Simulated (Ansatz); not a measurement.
# MoS2 monolayer (1T): modes against biaxial strain in the plane of the sheet, part 2 of 2

Wanted: the shifts of the zone-centre modes of MoS2 monolayer (1T) with strain.

Ansatz 0.2.0; DFT PBEsol, scalar-relativistic, plane waves, PAW; PAW set soft_1.

So far. Step 4 (Tight relaxation): The largest force component left is 0.63 meV/Å, within the tolerances set.

## 5. Modes at rest

Phonons follow from the second derivative of the energy, found here by linear response.

The modes at rest are the reference of the series.

Contents of input.yaml:

```yaml
crystal:
  lattice:
    - [3.112039593, 0.0, 0.0]
    - [-1.5560197965, 2.6951053451, 0.0]
    - [0.0, 0.0, 29.504]
  atoms:
    - { symbol: Mo, position: [0.0, 0.0, 0.3389370933] }
    - { symbol: S, position: [0.3333333333, 0.6666666667, 0.3933825537] }
    - { symbol: S, position: [0.6666666667, 0.3333333333, 0.2844916329] }
  periodic: [true, true, false]
kpoints:
  mp_grid: { grid: [15, 15, 1] }
hamiltonian:
  xc: pbesol
  pseudopotentials: { kind: paw, azcp: { folder: soft_1 }, xc_functional: pbe }
scf:
  occupations: { method: methfessel_paxton, width: 0.2 }
output:
  eigenvalues: true
phonons:
  method: dfpt
```

Started as:

```sh
ansatz run input.yaml --threads 4 --pin off --max-ram 16384MiB --backend cpu --events-out ev --progress --plain --runs-dir out
```

Numbers of over 12 decimals in the logs are rounded to 6 here.

Log:

```text
Warning: crystal.symmetry: narrowed to the stabiliser of the run's FFT grids — unitary ops 12 → 6. A phonons.method: dfpt run fills in the rows of the dynamical matrix that it does not solve by its symmetry operations, which is exact only for operations that map its FFT grids onto themselves: filled in by any other, the frequencies could depend on the order in which like atoms are typed, or, by more than the grids' own error, on where the crystal sits among the grids' points. Excluded: 6 operations. The run can therefore solve more perturbations, solve them on more k-points, or both, and cost more. [rest of the remark cut]
[...]
Crystal: 3 atoms, lattice volume = 247.458 Å³
Basis set: ecut = 420 eV, 4803 PW (Γ), exchange–correlation on 48×48×400 points (8 copies of the dense FFT grid, shifted against one another)
Bands: 17, of which v1, the nominal top of the filled ones, is band 13 counted from 1 (12 counted from 0)
Symmetry: 12 space group operations
k-points: 64 of 225 (irreducible under 2 space group operations, time reversal used)
[...]
SCF iter   1: F=—  HF=-6670.801500 eV  |F-HF|=—  |Δ(HF+E_count)|=         —  Δρ=4.09e-2  dr2=6.62e0  ethr=3.10e-3  ⟨swp⟩=15.7  Hψ=11784  notcnv=0
[...]
SCF iter  11: F=-6669.320290 eV  HF=-6669.320290 eV  |F-HF|=4.91e-11  |Δ(HF+E_count)|=   1.01e-9  S|Δr|=    0.00e0  Δρ=3.79e-8  dr2=4.25e-12  ethr=1.00e-12  ⟨swp⟩=16.0  Hψ=10370  notcnv=0
SCF 1 converged in 11 iterations: F = -6669.320290 eV  dr2 = 4.25e-12
[...]
DFPT response loops at Γ: preconditioner auto → none (partly filled bands, converged f_vac=0.759); β = 0.50; Broyden in place of MSR1
SCF converged after 11 iterations
[...]
Free energy (F): -6669.320290 eV
[...]
Internal energy: -6669.318805 eV  (E = F + TS)
E sigma→0 (E₀):  -6669.319918 eV
Entropy (-TS):   -0.001484 eV (-0.495 meV/atom)
Fermi energy:    -5.077090 eV
[...]
--- Band table (eV; the first three rows and the last of 64) ---
  k-point 0: bands = [... 9 lower, -8.2940, -6.3324, -5.9751, -5.9751, -5.0730, -5.0730, -1.7853, -1.7853]
  k-point 1: bands = [... 9 lower, -7.9684, -6.4914, -6.2367, -6.2218, -4.9888, -4.8312, -2.0512, -1.8276]
  k-point 2: bands = [... 9 lower, -7.7772, -7.2306, -6.6420, -6.2977, -4.8713, -4.4808, -2.5299, -1.8981]
  k-point 63: bands = [... 9 lower, -9.3048, -9.0517, -8.0452, -5.4641, -4.9248, -3.2003, -2.9288, -0.9854]
--- Phonons (Γ-DFPT): 6 representative perturbations + reference, on 64 of 225 k-points (Σ response iterations 32) ---
  ASR residual: 1.591e-4 → 0.000e0 eV/Å²; symmetrization residual: 1.290e-5 eV/Å²
  The last average, over the group as it would stand without the narrowing to the FFT grids, took up to 4.375e-7 eV/Å² of the zone centre's force constants
  ASR residual per site (eV/Å²): 1.59e-4 2.25e-5 2.24e-5
  Γ frequencies (cm⁻¹): 0.00 0.00 0.00 241.89 241.89 263.08 263.08 363.68 401.35
  non-analytic LO–TO correction: not included (Born effective charges unavailable; polar crystals: no LO–TO splitting at Γ)
```

Run time: 50 s. Hardware: 4 threads of Arm Neoverse V2, shared host; peak memory 1.2 GiB; 3.2 min of CPU time.

The column dr2 measures how far the density is from self-consistency, as an energy; F and HF (Harris–Foulkes) agree once it is small.

Numbers from this step:

```yaml
sum_rule_residual_before_enforcement: 1.59e-4 eV/Å²
point_group: -3m
highest_optical_mode_at_the_zone_centre_no_lo_to_term: 401.4 cm⁻¹
lowest_optical_zone_centre_mode: 241.9 cm⁻¹
```

Patterns of degenerate modes are one choice out of their space. The modes at Γ (shares of kinetic energy by element, %):

| mode | frequency (cm⁻¹) | symmetry | Mo % | S % |
| --- | --- | --- | --- | --- |
| 1 | 0.0 | acoustic | 60 | 40 |
| 2 | 0.0 | acoustic | 60 | 40 |
| 3 | 0.0 | acoustic | 60 | 40 |
| 4 | 241.9 | Eu | 40 | 60 |
| 5 | 241.9 | Eu | 40 | 60 |
| 6 | 263.1 | Eg | 0 | 100 |
| 7 | 263.1 | Eg | 0 | 100 |
| 8 | 363.7 | A1g | 0 | 100 |
| 9 | 401.4 | A2u | 40 | 60 |

Displacements in mode 5 (241.9 cm⁻¹), the largest set to 1:
```
Mo1  0.03  0.67  0.00
S2  -0.04 -1.00  0.00
S3  -0.04 -1.00  0.00
```

Displacements in mode 6 (263.1 cm⁻¹), the largest set to 1:
```
Mo1  0.00  0.00  0.00
S2  -0.05  1.00  0.00
S3   0.05 -1.00  0.00
```

Before it was imposed, the acoustic sum rule was missed by 1.6e-4 eV/Å². Small misses are needed for a sound result but don't prove that mesh and cutoff are converged. The lowest optical mode is real, 242 cm⁻¹.

## 6. A member of the series: biaxial strain of +5 % in the plane of the sheet

The cell takes a biaxial strain of +5 % in the plane of the sheet. The cell is held, and the atoms relax in it.

input.yaml, the sections that differ from step 5:

```yaml
crystal:
  lattice:
    - [3.2676415726, 0.0, 0.0]
    - [-1.6338207863, 2.8298606123, 0.0]
    - [0.0, 0.0, 29.504]
  atoms:
    - { symbol: Mo, position: [0.0, 0.0, 0.3389370933] }
    - { symbol: S, position: [0.3333333333, 0.6666666667, 0.3910128549] }
    - { symbol: S, position: [0.6666666667, 0.3333333333, 0.2868613317] }
  periodic: [true, true, false]
output:
  forces: true
  stress: true
  eigenvalues: true
relax:
  adjacent_minimum: "off"
  f_tol: 0.001
  max_steps: 60
# kpoints, hamiltonian, scf: as in step 5
# phonons: removed
```

Log:

```text
[...]
--- Relaxed structure (4 steps of the walk, 4 accepted, 0 SCFs on fresh bases) ---
  F+E_penalty+E_count = -6669.21757570 eV   max|allowed force component| = 3.409e-4 eV/Å
  cell:  # Å, volume = 272.8226 Å³
    - [3.267642, 0.0, 0.0]
    - [-1.633821, 2.829861, 0.0]
    - [0.0, 0.0, 29.504]
  atoms:
    - { symbol: Mo, position: [0, 0, 0.338937] }
    - { symbol: S, position: [0.333333, 0.666667, 0.390460] }
    - { symbol: S, position: [0.666667, 0.333333, 0.287414] }
[key lines of the parts left out:]
SCF converged after 3 iterations
Free energy (F): -6669.217576 eV
Fermi energy:    -5.155292 eV
P = ½ c Tr σ = -3.7754 N/m
```

Wall time 7.5 s (4 threads); peak memory 0.57 GiB; 28 s of CPU time.

The steps of the relaxation:

| step | energy less that of the first step (eV) | largest force component (eV/Å) |
| --- | --- | --- |
| 1 | 0.0000 | 0.2367 |
| 2 | -0.0035 | 0.0789 |
| 3 | -0.0039 | 0.0004 |
| 4 | -0.0039 | 0.0003 |

Forces are held to the 12 operations that the run works with; a distortion that breaks them can't arise in this run.

The atoms that moved most (Å):

| atom | dx | dy | dz | length |
| --- | --- | --- | --- | --- |
| S2 | 0.000 | 0.000 | -0.016 | 0.016 |
| S3 | 0.000 | 0.000 | 0.016 | 0.016 |

Final coordinates:

```
Mo S
1.0
     3.26764    0.00000    0.00000
    -1.63382    2.82986    0.00000
     0.00000    0.00000   29.50400
Mo S
1 2
Direct
  0.00000 0.00000 0.33894
  0.33333 0.66667 0.39046
  0.66667 0.33333 0.28741
```

This step gave:

| Quantity | Value |
| --- | --- |
| area per atom | 3.082 Å² |

The largest force component left is 0.34 meV/Å.

## 7. Zone-centre modes of the member: biaxial strain of +5 % in the plane of the sheet

The zone-centre modes follow for biaxial strain of +5 % in the plane of the sheet.

input.yaml, the sections that differ from step 6:

```yaml
crystal:
  lattice:
    - [3.2676415726, 0.0, 0.0]
    - [-1.6338207863, 2.8298606123, 0.0]
    - [0.0, 0.0, 29.504]
  atoms:
    - { symbol: Mo, position: [0.0, 0.0, 0.3389370933] }
    - { symbol: S, position: [0.3333333333, 0.6666666667, 0.3904598853] }
    - { symbol: S, position: [0.6666666667, 0.3333333333, 0.2874143013] }
  periodic: [true, true, false]
output:
  eigenvalues: true
phonons:
  method: dfpt
# kpoints, hamiltonian, scf: as in step 6
# relax: removed
```

Log:

```text
[...]
Crystal: 3 atoms, lattice volume = 272.823 Å³
Basis set: ecut = 420 eV, 5439 PW (Γ), exchange–correlation on 48×48×400 points (8 copies of the dense FFT grid, shifted against one another)
Bands: 17, of which v1, the nominal top of the filled ones, is band 13 counted from 1 (12 counted from 0)
Symmetry: 12 space group operations
k-points: 64 of 225 (irreducible under 2 space group operations, time reversal used)
[...]
SCF iter   1: F=—  HF=-6670.921719 eV  |F-HF|=—  |Δ(HF+E_count)|=         —  Δρ=4.10e-2  dr2=7.72e0  ethr=3.10e-3  ⟨swp⟩=15.1  Hψ=11356  notcnv=0
[...]
SCF iter  13: F=-6669.217576 eV  HF=-6669.217576 eV  |F-HF|=2.82e-11  |Δ(HF+E_count)|=  1.32e-10  S|Δr|=    0.00e0  Δρ=3.34e-8  dr2=7.27e-12  ethr=1.00e-12  ⟨swp⟩=15.4  Hψ=9763  notcnv=0
SCF 1 converged in 13 iterations: F = -6669.217576 eV  dr2 = 7.27e-12
[...]
SCF converged after 13 iterations
[...]
Free energy (F): -6669.217576 eV
[...]
Internal energy: -6669.222569 eV  (E = F + TS)
E sigma→0 (E₀):  -6669.218824 eV
Entropy (-TS):   0.004993 eV (1.664 meV/atom)
Fermi energy:    -5.155269 eV
[...]
--- Band table (eV; the first three rows and the last of 64) ---
  k-point 0: bands = [... 9 lower, -7.8536, -6.2243, -6.2243, -5.6955, -5.6468, -5.6468, -1.9174, -1.9174]
  k-point 1: bands = [... 9 lower, -7.6668, -6.6879, -6.5348, -5.8838, -5.3366, -5.2681, -2.1700, -1.9622]
  k-point 2: bands = [... 9 lower, -7.6805, -7.2814, -6.9541, -6.0152, -4.9333, -4.9233, -2.6259, -2.0466]
  k-point 63: bands = [... 9 lower, -9.2824, -9.0093, -7.8977, -5.4804, -4.8733, -3.8915, -2.9079, -1.1893]
[...]
ASR residual: 1.181e-4 → 0.000e0 eV/Å²; symmetrization residual: 7.753e-6 eV/Å²
[...]
ASR residual per site (eV/Å²): 1.18e-4 3.73e-5 3.50e-5
  Γ frequencies (cm⁻¹): 0.00 0.00 0.00 210.05 210.05 259.28 259.28 353.91 391.81
[...]
```

Elapsed: 58 s, on 4 threads; peak memory 1.3 GiB; 3.7 min of CPU time.

Numbers from this step:

```yaml
sum_rule_residual_before_enforcement: 1.18e-4 eV/Å²
highest_optical_mode_at_the_zone_centre_no_lo_to_term: 391.8 cm⁻¹
lowest_optical_zone_centre_mode: 210.1 cm⁻¹
```

Patterns of degenerate modes are one choice out of their space. The modes at Γ (shares of kinetic energy by element, %):

| mode | frequency (cm⁻¹) | symmetry | Mo % | S % |
| --- | --- | --- | --- | --- |
| 1 | 0.0 | acoustic | 60 | 40 |
| 2 | 0.0 | acoustic | 60 | 40 |
| 3 | 0.0 | acoustic | 60 | 40 |
| 4 | 210.1 | Eu | 40 | 60 |
| 5 | 210.1 | Eu | 40 | 60 |
| 6 | 259.3 | Eg | 0 | 100 |
| 7 | 259.3 | Eg | 0 | 100 |
| 8 | 353.9 | A1g | 0 | 100 |
| 9 | 391.8 | A2u | 40 | 60 |

Displacements in mode 5 (210.1 cm⁻¹), the largest set to 1:
```
Mo1 -0.30  0.67  0.00
S2   0.45 -1.00  0.00
S3   0.45 -1.00  0.00
```

Displacements in mode 9 (391.8 cm⁻¹), the largest set to 1:
```
Mo1  0.00  0.00  0.67
S2   0.00  0.00 -1.00
S3   0.00  0.00 -1.00
```

The lowest optical mode is real, 210 cm⁻¹, and the highest lies at 391.8 cm⁻¹.

Between step 5 and this run (strain 5 %) the value for the highest optical mode at the zone centre (no LO-TO term) moves from 401 cm⁻¹ to 392 cm⁻¹ (-2 %).

## 8. A member of the series: biaxial strain of -3 % in the plane of the sheet

The cell takes a biaxial strain of -3 % in the plane of the sheet. The cell is held, and the atoms relax in it.

input.yaml, the sections that differ from step 7:

```yaml
crystal:
  lattice:
    - [3.0186784053, 0.0, 0.0]
    - [-1.5093392026, 2.6142521848, 0.0]
    - [0.0, 0.0, 29.504]
  atoms:
    - { symbol: Mo, position: [0.0, 0.0, 0.3389370933] }
    - { symbol: S, position: [0.3333333333, 0.6666666667, 0.3944079745] }
    - { symbol: S, position: [0.6666666667, 0.3333333333, 0.2834662121] }
  periodic: [true, true, false]
output:
  forces: true
  stress: true
  eigenvalues: true
relax:
  adjacent_minimum: "off"
  f_tol: 0.001
  max_steps: 60
# kpoints, hamiltonian, scf: as in step 7
# phonons: removed
```

Log:

```text
[...]
Crystal: 3 atoms, lattice volume = 232.833 Å³
Basis set: ecut = 420 eV, 4455 PW (Γ), exchange–correlation on 48×48×400 points (8 copies of the dense FFT grid, shifted against one another)
Bands: 17, of which v1, the nominal top of the filled ones, is band 13 counted from 1 (12 counted from 0)
Symmetry: 12 space group operations
[...]
--- Relaxed structure (4 steps of the walk, 4 accepted, 0 SCFs on fresh bases) ---
  F+E_penalty+E_count = -6669.26190810 eV   max|allowed force component| = 1.221e-4 eV/Å
  cell:  # Å, volume = 232.8334 Å³
    - [3.018678, -2.8867600643797863e-11, 0.0]
    - [-1.509339, 2.614252, 0.0]
    - [0.0, 0.0, 29.504]
  atoms:
    - { symbol: Mo, position: [0, 0, 0.338937] }
    - { symbol: S, position: [0.333333, 0.666667, 0.394866] }
    - { symbol: S, position: [0.666667, 0.333333, 0.283009] }
[key lines of the parts left out:]
SCF converged after 4 iterations
Free energy (F): -6669.261908 eV
Fermi energy:    -5.129952 eV
P = ½ c Tr σ = 4.2847 N/m
```

Run time: 7 s. Hardware: 4 threads; peak memory 0.54 GiB.

Step by step:

| step | energy less that of the first step (eV) | largest force component (eV/Å) |
| --- | --- | --- |
| 1 | 0.0000 | 0.2438 |
| 2 | -0.0031 | 0.0523 |
| 3 | -0.0033 | 0.0001 |
| 4 | -0.0033 | 0.0001 |

The run keeps the 12 symmetry operations that it works with, so distortions that break them were not tested.

The atoms that moved most (Å):

| atom | dx | dy | dz | length |
| --- | --- | --- | --- | --- |
| S2 | 0.000 | 0.000 | 0.013 | 0.013 |
| S3 | 0.000 | 0.000 | -0.013 | 0.013 |

The relaxed structure:

```xyz
3
Lattice="3.0187 0.0000 0.0000 -1.5093 2.6143 0.0000 0.0000 0.0000 29.5040" Properties=species:S:1:pos:R:3
Mo    0.0000    0.0000   10.0000
S     0.0000    1.7428   11.6501
S     1.5093    0.8714    8.3499
```

This step gave:

```
area per atom : 2.631 Å²
```

The largest force component left is 0.12 meV/Å.

## 9. Zone-centre modes of the member: biaxial strain of -3 % in the plane of the sheet

The zone-centre modes follow for biaxial strain of -3 % in the plane of the sheet.

input.yaml, the sections that differ from step 8:

```yaml
crystal:
  lattice:
    - [3.0186784053, 0.0, 0.0]
    - [-1.5093392026, 2.6142521848, 0.0]
    - [0.0, 0.0, 29.504]
  atoms:
    - { symbol: Mo, position: [0.0, 0.0, 0.3389370933] }
    - { symbol: S, position: [0.3333333333, 0.6666666667, 0.3948655173] }
    - { symbol: S, position: [0.6666666667, 0.3333333333, 0.2830086693] }
  periodic: [true, true, false]
output:
  eigenvalues: true
phonons:
  method: dfpt
# kpoints, hamiltonian, scf: as in step 8
# relax: removed
```

Log:

```text
[...]
Crystal: 3 atoms, lattice volume = 232.833 Å³
Basis set: ecut = 420 eV, 4455 PW (Γ), exchange–correlation on 48×48×400 points (8 copies of the dense FFT grid, shifted against one another)
Bands: 17, of which v1, the nominal top of the filled ones, is band 13 counted from 1 (12 counted from 0)
Symmetry: 12 space group operations
[...]
k-point 2: bands = [... 9 lower, -7.8400, -7.1097, -6.4834, -6.3879, -4.6816, -4.1153, -2.3757, -1.6913]
  k-point 63: bands = [... 9 lower, -9.2685, -9.0461, -8.0746, -5.4818, -4.9022, -3.0581, -2.5816, -0.8647]
[...]
ASR residual: 9.862e-5 → 0.000e0 eV/Å²; symmetrization residual: 1.391e-5 eV/Å²
[...]
ASR residual per site (eV/Å²): 9.86e-5 6.55e-5 6.41e-5
  Γ frequencies (cm⁻¹): 0.00 0.00 0.00 268.77 268.77 269.21 269.21 388.29 403.12
[...]
[key lines of the parts left out:]
SCF converged after 11 iterations
Free energy (F): -6669.261908 eV
Fermi energy:    -5.129960 eV
```

The job ended after 53 s (4 threads; peak memory 1.2 GiB).

This step gave:

```
sum-rule residual before enforcement                    : 9.86e-5 eV/Å²
highest optical mode at the zone centre (no LO-TO term) : 403.1 cm⁻¹
lowest optical zone-centre mode                         : 268.8 cm⁻¹
```

Patterns of degenerate modes are one choice out of their space. The modes at Γ (shares of kinetic energy by element, %):

| mode | frequency (cm⁻¹) | symmetry | Mo % | S % |
| --- | --- | --- | --- | --- |
| 1 | 0.0 | acoustic | 60 | 40 |
| 2 | 0.0 | acoustic | 60 | 40 |
| 3 | 0.0 | acoustic | 60 | 40 |
| 4 | 268.8 | Eu | 40 | 60 |
| 5 | 268.8 | Eu | 40 | 60 |
| 6 | 269.2 | Eg | 0 | 100 |
| 7 | 269.2 | Eg | 0 | 100 |
| 8 | 388.3 | A1g | 0 | 100 |
| 9 | 403.1 | A2u | 40 | 60 |

Displacements in mode 4 (268.8 cm⁻¹), the largest set to 1:
```
Mo1  0.09  0.67  0.00
S2  -0.14 -1.00  0.00
S3  -0.14 -1.00  0.00
```

Displacements in mode 9 (403.1 cm⁻¹), the largest set to 1:
```
Mo1  0.00  0.00  0.67
S2   0.00  0.00 -1.00
S3   0.00  0.00 -1.00
```

The lowest optical mode is real, 269 cm⁻¹, and the highest lies at 403.1 cm⁻¹.

## 10. The series together

The members are set side by side, also those not shown above.

Energies are extrapolated to zero smearing, and E0 is that at rest; the cell is clamped and the atoms are relaxed; all runs use 15×15×1 k points and Methfessel-Paxton smearing of 0.2 eV. State of the crystal along the series:

| strain (%) | E - E0 (meV/atom) |
| --- | --- |
| -3 | 19.21 |
| -2 | 7.606 |
| -1 | 1.506 |
| 0 | 0 |
| 1 | 1.567 |
| 2 | 5.63 |
| 3 | 12.17 |
| 4 | 21.45 |
| 5 | 33.7 |

Optical modes are counted from below at rest and tracked from member to member by their patterns, and modes that stay within 0.3 cm⁻¹ of each other stand once; labels, where given, are those at rest; the cell is clamped and the atoms are relaxed; all runs use 15×15×1 k points and Methfessel-Paxton smearing of 0.2 eV. Optical modes along the series:

| strain (%) | optical mode 1 Eu (cm⁻¹) | optical mode 2 Eg (cm⁻¹) | optical mode 3 A1g (cm⁻¹) | optical mode 4 A2u (cm⁻¹) |
| --- | --- | --- | --- | --- |
| -3 | 268.8 | 269.2 | 388.3 | 403.1 |
| -2 | 261.7 | 267.4 | 384.9 | 402.3 |
| -1 | 253.7 | 265.3 | 376.1 | 400.8 |
| 0 | 241.9 | 263.1 | 363.7 | 401.4 |
| 1 | 226 | 261.2 | 358.1 | 402.8 |
| 2 | 217.5 | 260 | 356.1 | 403.2 |
| 3 | 217.5 | 259.6 | 356 | 401.5 |
| 4 | 216.3 | 259.6 | 355.7 | 397.6 |
| 5 | 210.1 | 259.3 | 353.9 | 391.8 |

Value and slope at zero strain of a cubic (a lower polynomial where under five rows exist) through the rows within 2 % of rest. Slopes at rest:

| mode | frequency (cm⁻¹) | shift per percent of strain (cm⁻¹) |
| --- | --- | --- |
| optical mode 1 Eu | 240.9 | -14.8 |
| optical mode 2 Eg | 263.1 | -2.1 |
| optical mode 3 A1g | 364.9 | -9.55 |
| optical mode 4 A2u | 401.4 | 1.28 |

## 11. Outcome

```json
{
  "members": "9",
  "highest optical mode at the zone centre (no LO-TO term), at rest": "401.4 cm⁻¹",
  "optical mode 1 Eu, shift per percent": "-14.80 cm⁻¹",
  "optical mode 2 Eg, shift per percent": "-2.10 cm⁻¹",
  "optical mode 3 A1g, shift per percent": "-9.55 cm⁻¹",
  "optical mode 4 A2u, shift per percent": "1.28 cm⁻¹"
}
```

In words: Within 2 % of rest several modes bend away from a straight line, so single slopes hold only near rest. These are harmonic frequencies at zero temperature: anharmonic shifts, linewidths and thermal expansion are left out. With no gap, or one that is small against the smearing, the frequencies hang on the k mesh and the smearing, most of all near Kohn anomalies. A semilocal functional can close a gap that the real compound would have, so the metallic treatment may be an artefact of the level. The starting cell was built on a prototype and not taken from a measurement. The PAW files were made for PBE; the program adapts parts of them to the functional of the run, but their partial waves stay those of PBE, an approximation that was not tested in this session. Only the zone centre was solved, so an instability at another wavevector cannot show here.

[Logs are printed without paths, hosts, clocks, repeated set-up lines and the standing remarks that a program may print on its own settings, such as how far it seeks lower states.]

[Hosts, paths, dates, database ids (printed as entryN), source tags and the programs' standing remarks are cut or masked in the printed files.]
